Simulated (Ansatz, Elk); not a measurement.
**LaCuC2: X-ray structure factors from the self-consistent density**

The structure of LaCuC2 used here is made up (a known structure type with other elements) and was relaxed beforehand with PBE. The aim is the Fourier transform of its all-electron density, F(hkl), set beside the sum over free spherical atoms that refinements use.

Method: DFT, PBE, all-electron APW+lo, Dirac cores, scalar-relativistic bands, static density, no spin, in Elk 11.2.3 (patched build).

This account leaves out most program logs.

The structure was built from a prototype and need not be the compound's stable phase.

### Step 1. Set-up

Symmetry: P4/nmm, No. 129, tetragonal system. Conventional cell: a = 3.827 Å, b = 3.827 Å, c = 7.637 Å, α = 90.00°, β = 90.00°, γ = 90.00°. Nearest to La lie 9 C at 2.56 to 2.97 Å. Nearest to Cu lie 4 C at 2.28 Å. C has 1 C at 1.37 Å and 5 La at 2.56 to 2.71 Å nearest. Nearest to C lie 1 C at 1.37 Å and 4 Cu at 2.28 Å and 4 La at 2.97 Å. Farther neighbours are not listed.

Structure file:

```cif
data_structure
_symmetry_space_group_name_H-M 'P4/nmm:1'
_symmetry_Int_Tables_number 129
_cell_length_a 3.8268
_cell_length_b 3.8268
_cell_length_c 7.6366
_cell_angle_alpha 90.000
_cell_angle_beta 90.000
_cell_angle_gamma 90.000
_cell_volume 111.83
loop_
_atom_site_label
_atom_site_type_symbol
_atom_site_symmetry_multiplicity
_atom_site_Wyckoff_symbol
_atom_site_fract_x
_atom_site_fract_y
_atom_site_fract_z
_atom_site_occupancy
La1 La 2 c 0.50000 0.00000 0.32324 1
Cu1 Cu 2 a 0.50000 0.50000 0.00000 1
C1 C 2 c 0.50000 0.00000 0.65827 1
C2 C 2 c 0.50000 0.00000 0.83743 1
```

### Step 2. Ground state and structure factors

An all-electron density is needed, since X-rays see the cores too. Task 0 finds the density and task 195 Fourier-transforms it; tshift is off so that phases refer to the origin typed.

elk.in

```
tasks
  0
  195

xctype
  20

spinpol
  .false.

rgkmax
  7.0

gmaxvr
  14.0

lmaxo
  7

lmaxapw
  8

swidth
  0.002

tshift
  .false.

ramdisk
  .false.

hmaxvr
  5.5

maxscl
  120

epspot
  1e-06

sppath
  './'

avec
  7.23156847761 -0.00000000000 0.00000000000
  -0.00000000000 7.23156847761 0.00000000000
  0.00000000000 0.00000000000 14.43117436457

atoms
  3
  'La.in'
  2
  0.5000000000 -0.0000000000 0.3232387583   0.000000 0.000000 0.000000
  -0.0000000000 0.5000000000 0.6767612417   0.000000 0.000000 0.000000
  'Cu.in'
  2
  0.5000000000 0.5000000000 -0.0000000000   0.000000 0.000000 0.000000
  0.0000000000 0.0000000000 -0.0000000000   0.000000 0.000000 0.000000
  'C.in'
  4
  0.5000000000 -0.0000000000 0.6582686649   0.000000 0.000000 0.000000
  0.0000000000 0.5000000000 0.3417313351   0.000000 0.000000 0.000000
  0.5000000000 0.0000000000 0.8374284442   0.000000 0.000000 0.000000
  0.0000000000 0.5000000000 0.1625715558   0.000000 0.000000 0.000000

ngridk
  6 6 3
```

The run is started by

```
$ OMP_NUM_THREADS=4 elk
```

The job ended after 71 s (4 threads of AMD EPYC 7B13 (Zen 3), shared host; peak memory 0.29 GiB; 3.8 min of CPU time).

SFACRHO.OUT:

```text

h k l indices transformed by vhmat matrix:
   1.000000000       0.000000000       0.000000000    
   0.000000000       1.000000000       0.000000000    
   0.000000000       0.000000000       1.000000000    

      h      k      l  multipl.   |H|            Re(F)            Im(F)           |F|

      0      0      0      1   0.0000000       196.00000     -0.72231380E-16   196.00000    
      0      0     -1      2  0.43538974       7.2300821     -0.10800675E-13   7.2300821    
      0     -1      0      4  0.86885512     -0.13091727E-14 -0.92665978E-14  0.93586200E-14
      0      0     -2      2  0.87077949      -16.800058     -0.36984128E-13   16.800058    
     -1      0     -1      4  0.97184024     -0.25037928E-13   72.035103       72.035103    
      0      1     -1      4  0.97184024      0.27165333E-13  -72.035103       72.035103    
     -1      1      0      4   1.2287467      -60.845865     -0.46950340E-14   60.845865    
     -1      0      2      4   1.2301082      0.20783116E-13   73.132252       73.132252    
      0      1      2      4   1.2301082     -0.42057173E-13  -73.132252       73.132252    
      1      1     -1      8   1.3036037       87.477127      0.11455261E-13   87.477127    
      0      0     -3      2   1.3061692       135.88808      0.40809367E-13   135.88808    
     -1     -1      2      8   1.5060131       103.01164      0.65458634E-15   103.01164    
      0     -1     -3      4   1.5687534     -0.16364659E-13   17.913776       17.913776    
     -1      0     -3      4   1.5687534      0.21274056E-13  -17.913776       17.913776    
      0      2      0      4   1.7377102       136.47669     -0.16241399E-13   136.47669    
      0      0     -4      2   1.7415590       12.629670      0.32729317E-15   12.629670    
      0     -2     -1      4   1.7914243       4.7881826     -0.20619470E-13   4.7881826    
     -2      0     -1      4   1.7914243       4.7881826     -0.65458634E-14   4.7881826
```

Elk indexes on the primitive cell of elk.in and gives |H| = 4π sin θ/λ in inverse bohr. Below, one row stands for each form hkl of the conventional cell (m members, Friedel mates merged), F is for one primitive cell and the density is static (no thermal factor). Free-atom factors are Waasmaier and Kirfel's, and R is Σm||F|−|F'||/Σm|F|. Elk warned that it couldn't find a linearisation energy, which lowers the accuracy of some states in this run and its variants.

```
hkl   m  sin θ/λ (Å⁻¹)  abs F, DFT  neutral atoms   diff.  abs of complex diff.
001   2          0.066       7.230          7.631  -0.401                 0.401
100   4          0.131       0.000          0.000  +0.000                 0.000
002   2          0.131      16.800         16.204  +0.596                 0.596
101   8          0.146      72.035         72.630  -0.595                 0.595
110   4          0.185      60.846         59.330  +1.516                 1.516
102   8          0.185      73.132         73.361  -0.229                 0.229
111   8          0.196      87.477         87.929  -0.452                 0.452
003   2          0.196     135.888        136.538  -0.650                 0.650
112   8          0.227     103.012        103.371  -0.359                 0.359
103   8          0.236      17.914         17.696  +0.218                 0.218
200   4          0.261     136.477        136.666  -0.189                 0.189
004   2          0.262      12.630         13.360  -0.731                 0.731
201   8          0.269       4.788          5.508  -0.720                 0.720
113   8          0.270      39.033         38.307  +0.726                 0.726
210   8          0.292       0.000          0.000  +0.000                 0.000
202   8          0.292      12.780         12.069  +0.710                 0.710
104   8          0.293      76.811         76.657  +0.154                 0.154
211  16          0.299      61.690         61.818  -0.129                 0.129
212  16          0.320      60.612         60.570  +0.042                 0.042
114   8          0.321      63.855         64.520  -0.665                 0.665
203   8          0.327     111.691        111.998  -0.307                 0.307
005   2          0.327      18.233         17.866  +0.366                 0.366
```

### Step 3. The highest occupied states alone

An energy window below the Fermi level keeps the highest occupied states, to see at which angles they scatter; shallow core shells can lie inside it and anion s states outside. No new self-consistency is needed.

Edit elk.in of step 2 so:

```diff
@@ -1,3 +1,2 @@
 tasks
-  0
   195
@@ -40,2 +39,5 @@
 
+wsfac
+  -0.182890 0.668350
+
 sppath
```

The run is started by

```
$ OMP_NUM_THREADS=4 elk
```

Run time: 12 s. Hardware: 4 threads; peak memory 0.2 GiB.

States within 15 eV below the Fermi level hold 44.00 electrons; any levels below the window count with the cores. Their amplitudes can exceed the total, where window and core parts have opposite phase:

```
hkl  sin θ/λ (Å⁻¹)  abs F, window  abs F, all
001          0.066         18.027       7.230
100          0.131          0.000       0.000
002          0.131         12.036      16.800
101          0.146          7.074      72.035
110          0.185          5.796      60.846
102          0.185          0.407      73.132
111          0.196         14.100      87.477
003          0.196         14.248     135.888
112          0.227         14.737     103.012
103          0.236          1.027      17.914
```

### Step 4. Another functional

The difference from free atoms is small, so it is set against the change that LDA (Perdew-Wang) makes.

Edit elk.in of step 3 so:

```diff
@@ -1,2 +1,3 @@
 tasks
+  0
   195
@@ -4,3 +5,3 @@
 xctype
-  20
+  3
 
@@ -39,5 +40,2 @@
 
-wsfac
-  -0.182890 0.668350
-
 sppath
```

The run is started by

```
$ OMP_NUM_THREADS=4 elk
```

Elapsed: 52 s, on 4 threads; peak memory 0.22 GiB; 2.9 min of CPU time.

Against the first run R = 0.03 %; the largest change is -0.062 at 110.

### Step 5. A coarser k-mesh

About half the k-points along each axis test the sampling.

Edit elk.in of step 4 so:

```diff
@@ -5,3 +5,3 @@
 xctype
-  3
+  20
 
@@ -66,2 +66,2 @@
 ngridk
-  6 6 3
+  3 3 2
```

The run is started by

```
$ OMP_NUM_THREADS=4 elk
```

Wall time 41 s (4 threads); peak memory 0.29 GiB; 96 s of CPU time.

Against the first run R = 0.01 %; the largest change is +0.050 at 003.

### Step 6. Settings against the effect

```csv
run,R against the first run (%),"R against neutral atoms, low angle (%)",wall time
"PBE, rgkmax 7",0.00,0.78,71 s
LDA (Perdew-Wang),0.03,0.78,52 s
k-mesh 3×3×2,0.01,0.78,41 s
```

### Step 7. Summary of results

```
R against neutral atoms, sin θ/λ < 0.3 Å⁻¹ : 0.78 %
R against neutral atoms, 0.3 to 0.74 Å⁻¹   : 0.24 %
```

In words: Independent neutral atoms miss the calculated amplitudes by R = 0.78 % below 0.3 Å⁻¹ and 0.24 % from there to 0.74 Å⁻¹; by shells, 1.08 % below 0.15 Å⁻¹ (3 forms), 0.75 % 0.15 to 0.3 (13 forms), 0.32 % 0.3 to 0.45 (24 forms), 0.22 % above 0.45 (101 forms). Bonding, aspherical density and the tables' own atoms all enter these figures, and the runs don't part them. The largest change of an amplitude is +1.52 electrons, at 110. The window's part falls from 44.0 electrons at the origin to at most 5.04 between 0.45 and 0.74 Å⁻¹, where compact states inside the window still scatter. Below 0.3 Å⁻¹ the changes that finished (LDA (Perdew-Wang) and k-mesh 3×3×2) move F by R = 0.04 % at most, against the 0.78 % that separates it from free atoms. The basis has no finished test. These runs have no spin, though d or f shells may be open. Part of the difference isn't bonding: the tables are fits to free atoms and ions calculated by other methods than this functional. Thermal motion, anomalous dispersion and extinction are left out.

[Logs are printed without paths, hosts, clocks, repeated set-up lines and the standing remarks that a program may print on its own settings, such as how far it seeks lower states.]

[Hosts, paths, dates, database ids (printed as entryN), source tags and the programs' standing remarks are cut or masked in the printed files.]
